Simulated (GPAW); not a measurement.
The B K edge of atom 3 in CrB (Cmcm), with 2 B at 1.79 Å, 4 Cr at 2.18 Å, 2 Cr at 2.22 Å and 1 Cr at 2.28 Å (9-fold, site symmetry m2m), was computed in 2 ways: excited-electron core hole (neutral cell) and no core hole. Program and functional: GPAW, LDA, Gaussian full width 0.9 eV up to 4 eV, rising linearly to 3.5 eV at 25 eV; cells of 4 and 28 atoms (the run without a hole in the smaller).

Each run is counted from its own lowest empty level or Fermi level and scaled to a mean of 1 over its first 20 eV.

| E (eV) | run 1 | run 2 |
| --- | --- | --- |
| -2.0 | 0.00 | 0.00 |
| -1.5 | 0.00 | 0.00 |
| -1.0 | 0.00 | 0.00 |
| -0.5 | 0.05 | 0.03 |
| 0.0 | 0.29 | 0.16 |
| 0.5 | 0.61 | 0.32 |
| 1.0 | 0.87 | 0.44 |
| 1.5 | 1.02 | 0.58 |
| 2.0 | 1.02 | 0.59 |
| 2.5 | 1.21 | 0.61 |
| 3.0 | 1.55 | 0.78 |
| 3.5 | 1.63 | 0.93 |
| 4.0 | 1.51 | 0.92 |
| 4.5 | 1.42 | 0.95 |
| 5.0 | 1.24 | 0.97 |
| 5.5 | 0.99 | 1.06 |
| 6.0 | 0.75 | 1.29 |
| 6.5 | 0.81 | 1.31 |
| 7.0 | 1.25 | 1.00 |
| 7.5 | 1.55 | 0.80 |
| 8.0 | 1.48 | 0.81 |
| 8.5 | 1.31 | 0.90 |
| 9.0 | 1.25 | 1.01 |
| 9.5 | 1.23 | 1.12 |
| 10.0 | 1.21 | 1.17 |
| 10.5 | 1.18 | 1.24 |
| 11.0 | 1.12 | 1.37 |
| 11.5 | 1.03 | 1.47 |
| 12.0 | 0.92 | 1.45 |
| 12.5 | 0.86 | 1.32 |
| 13.0 | 0.86 | 1.19 |
| 13.5 | 0.87 | 1.13 |
| 14.0 | 0.86 | 1.15 |
| 14.5 | 0.82 | 1.18 |
| 15.0 | 0.76 | 1.16 |
| 15.5 | 0.73 | 1.10 |
| 16.0 | 0.72 | 1.04 |
| 16.5 | 0.72 | 1.00 |
| 17.0 | 0.72 | 1.01 |
| 17.5 | 0.71 | 1.02 |
| 18.0 | 0.68 | 1.02 |
| 18.5 | 0.65 | 1.01 |
| 19.0 | 0.64 | 0.98 |
| 19.5 | 0.63 | 0.96 |
| 20.0 | 0.61 | 0.93 |
| 20.5 | 0.57 | 0.90 |
| 21.0 | 0.51 | 0.84 |
| 21.5 | 0.45 | 0.76 |
| 22.0 | 0.40 | 0.67 |
| 22.5 | 0.37 | 0.58 |
| 23.0 | 0.36 | 0.53 |
| 23.5 | 0.37 | 0.50 |
| 24.0 | 0.40 | 0.49 |
| 24.5 | 0.42 | 0.50 |
| 25.0 | 0.45 | 0.52 |
| 25.5 | 0.47 | 0.54 |
| 26.0 | 0.49 | 0.55 |
| 26.5 | 0.51 | 0.57 |
| 27.0 | 0.53 | 0.59 |

Question: Which run is which?

Run 1: excited-electron core hole (neutral cell) (area from −2 to 6 eV 6.9, main maxima 3.3 eV (1.65) and 7.6 eV (1.57)). Run 2: no core hole (area from −2 to 6 eV 4.5, main maxima 3.6 eV (0.94), 6.3 eV (1.35), 11.7 eV (1.48), 14.6 eV (1.18) and 17.8 eV (1.03)). With each curve scaled to its own mean, the area from −2 to 6 eV with the hole is 6.9 against 4.5, and the centre of weight from −1 to 20 eV moves by -1.8 eV: the hole pulls the absorber's empty states down.

[Hosts, paths, dates, database ids (printed as entryN), source tags and the programs' standing remarks are cut or masked in the printed files.]

[Lists of maxima count a maximum above −3 eV only where it reaches 4 % of the highest in the window and stands out from its surroundings by 2 % of it (1.5 % where it reaches 55 %); shoulders and weaker maxima are passed over, and of the rest the first, up to two pre-edge ones and the few strongest are named.]
